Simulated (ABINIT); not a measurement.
# Quasiparticle gap of SiO2 (Quartz) in ABINIT

Aim: the G0W0 gap of SiO2 (Quartz) on LDA, step by step.

Main program and level: ABINIT 10.8.3; LDA and many-body steps on it, plane waves.

### 1. The starting structure

The structure is trigonal, space group P3_121 (No. 152). The conventional cell has a = 4.916 Å, b = 4.916 Å, c = 5.409 Å, α = 90.00°, β = 90.00°, γ = 120.00°. Nearest to Si lie 4 O at 1.61 Å. O has 2 Si at 1.61 Å nearest. Farther neighbours and most contacts between anions are not listed.

The cell and positions come from the Crystallography Open Database and are kept as given unless a step says otherwise.

### 2. Ground state

This step: ABINIT 10.8.3; DFT, LDA, plane waves, norm-conserving pseudopotentials.

The ground-state density comes first.

Input file run.abi:

```
acell 3*1.0 Angstrom
rprim 
  4.915799999986 0.000000000003 0.000000000000
  -2.457899999996 4.257207679910 0.000000000000
  0.000000000000 0.000000000000 5.409100000000
ntypat 2
znucl 14 8
natom 9
typat 1 1 1 2 2 2 2 2 2
xred 
  0.530300000000 0.000000000000 0.333333333333
  0.000000000000 0.530300000000 0.666666666667
  0.469700000000 0.469700000000 -0.000000000000
  0.146200000000 0.414200000000 0.881000000000
  0.585800000000 0.732000000000 0.214333333333
  0.268000000000 0.853800000000 0.547666666667
  0.414200000000 0.146200000000 0.119000000000
  0.732000000000 0.585800000000 0.785666666667
  0.853800000000 0.268000000000 0.452333333333
pp_dirpath "pseudos"
pseudos "Si.upf, O.upf"
ecut 36
ngkpt 6 6 4
nshiftk 1
shiftk 0 0 0
kptopt 1
chksymbreak 0
nband 32
occopt 1
tolvrs 1e-10
nstep 60
prtwf 0
optforces 0
optstress 0
indata_prefix "in"
outdata_prefix "out"
tmpdata_prefix "tmp"
```

Command:

```console
OMP_NUM_THREADS=1 mpirun -n 4 abinit run.abi > log
```

Numbers of over 12 decimals in the logs are rounded to 6 here.

Output:

```text
.Version 10.8.3 of ABINIT. v10.8.2 released Aug 2026.

 Symmetries : space group P3_1 2 1 (#152); Bravais hP (primitive hexag.)
================================================================================
 Values of the parameters that define the memory need of the present run
     intxc =       0    ionmov =       0      iscf =       7    lmnmax =       6
     lnmax =       6     mgfft =      60  mpssoang =       3    mqgrid =    3001
     natom =       9  nloc_mem =       1    nspden =       1   nspinor =       1
    nsppol =       1      nsym =       6    n1xccc =    2501    ntypat =       2
    occopt =       1   xclevel =       1
-    mband =          32        mffmem =           1         mkmem =           6
       mpw =        7924          nfft =      174960          nkpt =          24
================================================================================
  Rough estimation (10% accuracy) of disk space for files :
================================================================================

--------------------------------------------------------------------------------
------------- Echo of variables that govern the present computation ------------
--------------------------------------------------------------------------------
 -outvars: echo values of preprocessed input variables --------
            acell      1.8897261259E+00  1.8897261259E+00  1.8897261259E+00 Bohr

      chksymbreak           0
             ecut      3.60000000E+01 Hartree
-          fftalg         312

              ixc       -1012
              kpt      0.00000000E+00  0.00000000E+00  0.00000000E+00
                       1.66666667E-01  0.00000000E+00  0.00000000E+00
                       3.33333333E-01  0.00000000E+00  0.00000000E+00
                       5.00000000E-01  0.00000000E+00  0.00000000E+00
                       1.66666667E-01  1.66666667E-01  0.00000000E+00
                       3.33333333E-01  1.66666667E-01  0.00000000E+00
                       3.33333333E-01  3.33333333E-01  0.00000000E+00
                       0.00000000E+00  0.00000000E+00  2.50000000E-01
                       1.66666667E-01  0.00000000E+00  2.50000000E-01
   [... 13 further rows ...]
                       3.33333333E-01  1.66666667E-01  5.00000000E-01
                       3.33333333E-01  3.33333333E-01  5.00000000E-01
         kptrlatt        6    0    0      0    6    0      0    0    4
          kptrlen      4.08868704E+01
P           mkmem           6
            natom           9
            nband          32
            ngfft          54      54      60
             nkpt          24
            nstep          60
             nsym           6
           ntypat           2
              occ      2.000000  2.000000  2.000000  2.000000  2.000000  2.000000
                       2.000000  2.000000  2.000000  2.000000  2.000000  2.000000
                       2.000000  2.000000  2.000000  2.000000  2.000000  2.000000
                       2.000000  2.000000  2.000000  2.000000  2.000000  2.000000
                       0.000000  0.000000  0.000000  0.000000  0.000000  0.000000
                       0.000000  0.000000
        optforces           0
        optstress           0
            prtwf           0
            rprim      4.9158000000E+00  3.0000000000E-12  0.0000000000E+00
[...]
spgroup         152

           tolvrs      1.00000000E-10

             xred      5.3030000000E-01  2.5857407038E-29  3.3333333333E-01
[...]
znucl       14.00000    8.00000

================================================================================

 chkinp: Checking input parameters for consistency.

================================================================================
== DATASET  1 ==================================================================
-   mpi_nproc: 4, omp_nthreads: 1 (-1 if OMP is not activated)

--- !DatasetInfo
iteration_state: {dtset: 1, }
dimensions: {natom: 9, nkpt: 24, mband: 32, nsppol: 1, nspinor: 1, nspden: 1, mpw: 7924, }
cutoff_energies: {ecut:  36.0, pawecutdg:  -1.0, }
electrons: {nelect:   4.80000000E+01, charge:   0.00000000E+00, occopt:   1.00000000E+00, tsmear:   1.00000000E-02, }

 Real(R)+Recip(G) space primitive vectors, cartesian coordinates (Bohr,Bohr^-1):
 R(1)=  9.2895157  0.0000000  0.0000000  G(1)=  0.1076482  0.0621507  0.0000000
 R(2)= -4.6447578  8.0449566  0.0000000  G(2)=  0.0000000  0.1243015  0.0000000
 R(3)=  0.0000000  0.0000000 10.2217176  G(3)=  0.0000000  0.0000000  0.0978309
 Unit cell volume ucvol=  7.6390729E+02 bohr^3
 Angles (23,13,12)=  9.00000000E+01  9.00000000E+01  1.20000000E+02 degrees

 getcut: wavevector=  0.0000  0.0000  0.0000  ngfft=  54  54  60
         ecut(hartree)=     36.000   => boxcut(ratio)=   2.15270

--- Pseudopotential description ------------------------------------------------
- Si Generated using ONCVPSP code by D. R. Hamann
- 14.00000   4.00000  180309                  znucl, zion, pspdat
12 -1012 2 -1 1510                            pspcod,pspxc,lmax,lloc,mmax
     nproj     2     2     2
  pspatm : epsatm=    6.67003958
         --- l  ekb(1:nproj) -->
[...]
pspatm: atomic psp has been read  and splines computed

- O Generated using ONCVPSP code by D. R. Hamann
-  8.00000   6.00000  201201                  znucl, zion, pspdat
12 -1012 2 -1 926                             pspcod,pspxc,lmax,lloc,mmax
     nproj     2     2     1
  pspatm : epsatm=    6.27558587
         --- l  ekb(1:nproj) -->
[...]
2   -1.033686
 pspatm: atomic psp has been read  and splines computed

   2.76785443E+03                                ecore*ucvol(ha*bohr**3)
--------------------------------------------------------------------------------

_setup2: Arith. and geom. avg. npw (full set) are    7882.604    7882.596

================================================================================

--- !BeginCycle
iteration_state: {dtset: 1, }
solver: {iscf: 7, nstep: 60, nline: 4, wfoptalg: 0, }
tolerances: {tolvrs: 1.00E-10, }

     iter   Etot(hartree)      deltaE(h)  residm     vres2
 ETOT  1  -111.65103493913    -1.117E+02 1.238E-01 1.623E+03
 ETOT  2  -111.76988304015    -1.188E-01 3.719E-02 1.395E+03
 ETOT  3  -112.30686714048    -5.370E-01 7.942E-03 9.907E+00
 ETOT  4  -112.30994911754    -3.082E-03 2.736E-03 1.070E-01
 ETOT  5  -112.30996396918    -1.485E-05 1.674E-03 6.786E-03
 ETOT  6  -112.30996505989    -1.091E-06 3.193E-03 2.352E-04
 ETOT  7  -112.30996508110    -2.121E-08 1.054E-03 9.355E-06
 ETOT  8  -112.30996508160    -5.066E-10 1.170E-03 3.309E-07
 ETOT  9  -112.30996508162    -1.683E-11 3.514E-04 2.062E-08
 ETOT 10  -112.30996508163    -7.958E-12 3.558E-04 7.665E-10
 ETOT 11  -112.30996508163     2.771E-12 2.213E-04 5.989E-11

 At SCF step   11       vres2   =  5.99E-11 < tolvrs=  1.00E-10 =>converged.

--- !ResultsGS
iteration_state: {dtset: 1, }
comment   : Summary of ground state results
lattice_vectors:
- [  9.2895157,   0.0000000,   0.0000000, ]
- [ -4.6447578,   8.0449566,   0.0000000, ]
- [  0.0000000,   0.0000000,  10.2217176, ]
lattice_lengths: [   9.28952,    9.28952,   10.22172, ]
lattice_angles: [ 90.000,  90.000, 120.000, ] # degrees, (23, 13, 12)
lattice_volume:   7.6390729E+02
convergence: {deltae:  2.771E-12, res2:  5.989E-11, residm:  2.213E-04, diffor:  0.000E+00, }
etotal    :  -1.12309965E+02
entropy   :   0.00000000E+00
fermie    :   4.34510667E-03
cartesian_stress_tensor: null
pressure_GPa: null
xred      :
- [  5.3030E-01,   2.5857E-29,   3.3333E-01, Si]
- [ -2.2564E-18,   5.3030E-01,   6.6667E-01, Si]
- [  4.6970E-01,   4.6970E-01,   1.3878E-16, Si]
- [  1.4620E-01,   4.1420E-01,   8.8100E-01,  O]
- [  5.8580E-01,   7.3200E-01,   2.1433E-01,  O]
- [  2.6800E-01,   8.5380E-01,   5.4767E-01,  O]
- [  4.1420E-01,   1.4620E-01,   1.1900E-01,  O]
- [  7.3200E-01,   5.8580E-01,   7.8567E-01,  O]
- [  8.5380E-01,   2.6800E-01,   4.5233E-01,  O]
cartesian_forces: null
force_length_stats: {min: null, max: null, mean: null, }

 Integrated electronic density in atomic spheres:
 ------------------------------------------------
 Atom  Sphere_radius  Integrated_density
[...]
================================================================================

 ----iterations are completed or convergence reached----

 Mean square residual over all n,k,spin=   87.327E-08; max=  22.128E-05
 reduced coordinates (array xred) for    9 atoms
[...]
0.585800000000      0.732000000000      0.214333333333
       0.268000000000      0.853800000000      0.547666666667
       0.414200000000      0.146200000000      0.119000000000
       0.732000000000      0.585800000000      0.785666666667
       0.853800000000      0.268000000000      0.452333333333
 rms dE/dt=  0.0000E+00; max dE/dt=  0.0000E+00; dE/dt below (all hartree)
    1       0.000000000000      0.000000000000      0.000000000000
    2       0.000000000000      0.000000000000      0.000000000000
    3       0.000000000000      0.000000000000      0.000000000000
    4       0.000000000000      0.000000000000      0.000000000000
    5       0.000000000000      0.000000000000      0.000000000000
    6       0.000000000000      0.000000000000      0.000000000000
    7       0.000000000000      0.000000000000      0.000000000000
    8       0.000000000000      0.000000000000      0.000000000000
    9       0.000000000000      0.000000000000      0.000000000000

 cartesian coordinates (angstrom) at end:
    1      2.606849     1.59e-12     1.803033
[...]
5      1.080493     3.116276     1.159350
    6     -0.781121     3.634804     2.962384
    7      1.676779     0.622404     0.643683
    8      2.158528     2.493872     4.249750
    9      3.538393     1.140932     2.446716
 length scales=  1.889726125908  1.889726125908  1.889726125908 bohr
              =  1.000000000000  1.000000000000  1.000000000000 angstroms
 prteigrs : about to open file out_EIG
 Fermi (or HOMO) energy (hartree) =   0.00435   Average Vxc (hartree)=  -0.35789
 Eigenvalues (hartree) for nkpt=  24  k points:
 kpt#   1, nband= 32, wtk=  0.00694, kpt=  0.0000  0.0000  0.0000 (reduced coord)
  -0.69890   -0.64078   -0.64078   -0.61613   -0.61455   -0.61455   -0.30057   -0.30057
  -0.19753   -0.19667   -0.19047   -0.19047   -0.10555   -0.10555   -0.09594   -0.08667
  -0.05171   -0.05171   -0.05054   -0.03275   -0.03275   -0.02106   -0.00757   -0.00757
   0.21754    0.33648    0.33648    0.35386    0.35386    0.39720    0.42411    0.45852
 prteigrs : prtvol=0 or 1, do not print more k-points.

--- !EnergyTerms
iteration_state     : {dtset: 1, }
comment             : Components of total free energy in Hartree
kinetic             :  7.34657604326328E+01
hartree             :  3.83581069719250E+01
xc                  : -2.99599870137542E+01
Ewald energy        : -6.94185472439243E+01
psp_core            :  3.62328579032349E+00
local_psp           : -1.13057203742036E+02
non_local_psp       : -1.53213802767918E+01
total_energy        : -1.12309965081625E+02
total_energy_eV     : -3.05610983910874E+03
band_energy         : -1.17226138559242E+01

== END DATASET(S) ==============================================================
================================================================================

 -outvars: echo values of variables after computation  --------
           etotal     -1.1230996508E+02
            nband          32
             nkpt          24
          spgroup         152
 [... the other variables as echoed above ...]

 Calculation completed.
```

It took 76 s on 4 MPI ranks of Arm Neoverse V1, shared host; peak memory 0.48 GiB.

Numbers from this step:

| Property | Result |
| --- | --- |
| total energy | -3056.1098 eV |
| gap | 5.801 eV |
| k of the valence top | 0.3333, 0.3333, 0 |
| k of the conduction bottom | 0, 0, 0 |
| least direct gap | 6.126 eV |

The gap is indirect, with the least direct gap 0.32 eV higher.

[end of part 1 of 3]

[Paths, hosts, dates, memory and timing lines, banners, echoed tables and standing remarks are left out of the program output.]

[Logs are printed without paths, hosts, clocks, repeated set-up lines and the standing remarks that a program may print on its own settings, such as how far it seeks lower states.]

[Runs of the session that timed out or met a known fault of the program may be left out.]

[Hosts, paths, dates, database ids (printed as entryN), source tags and the programs' standing remarks are cut or masked in the printed files.]

[G0W0 gaps are taken among the corrected bands and points alone; a level outside them can change the order at an edge.]

[Where Ansatz stands beside ABINIT at settings called matched, ABINIT's density can come from a denser mesh and the files from another edition; pairs whose starting gaps differed by over 0.03 eV were left out, so agreement reads better than it is.]
